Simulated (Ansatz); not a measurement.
# Settings and their price: Ge(100) slab, H on both faces (108 atoms)

The cell holds 108 atoms: 72 Ge and 36 H. Its edges and angles: a = 12.002 Å, b = 12.002 Å, c = 23.668 Å, α = 90.0°, β = 90.0°, γ = 90.0°. It derives from Ge (diamond-structure). Diamond-structure Ge (a = 5.658 Å), (100) slab of 8 atomic planes, 3 x 3 surface cells, H on the broken bonds of both faces, 12 Å of vacuum; displaced by a Gaussian of 0.02 Å. Regions: slab, 72 atoms (72 Ge); hydrogen, 36 atoms (36 H). Vacuum lies along c.

Geometry: as built.

Reference run: Kohn-Sham DFT, PBE, PAW (set soft_2), plane waves (Ansatz 0.2.0), cutoff 420 eV, Γ point, fixed occupations.

- r.m.s. force component: 0.3637 eV/Å
- gap (highest filled to lowest empty level): 0.9768 eV
- SCF cycles: 11
- time: 99 s on 4 threads of Arm Neoverse V2, shared host

Variants, in no order:
A. support functions medium, spacing 0.375 Å
B. support functions medium, spacing 0.325 Å
C. support functions medium, spacing 0.45 Å

Q: Order the variants from the smallest to the largest r.m.s. change of the forces.

B, A, C.

| variant | Δ force, r.m.s. (meV/Å) | share of r.m.s. force (%) |
| --- | --- | --- |
| B. support functions medium, spacing 0.325 Å | 2.13 | 0.586 |
| A. support functions medium, spacing 0.375 Å | 6.41 | 1.76 |
| C. support functions medium, spacing 0.45 Å | 2211 | 608 |

[Hosts, paths, dates, database ids (printed as entryN), source tags and the programs' standing remarks are cut or masked in the printed files.]
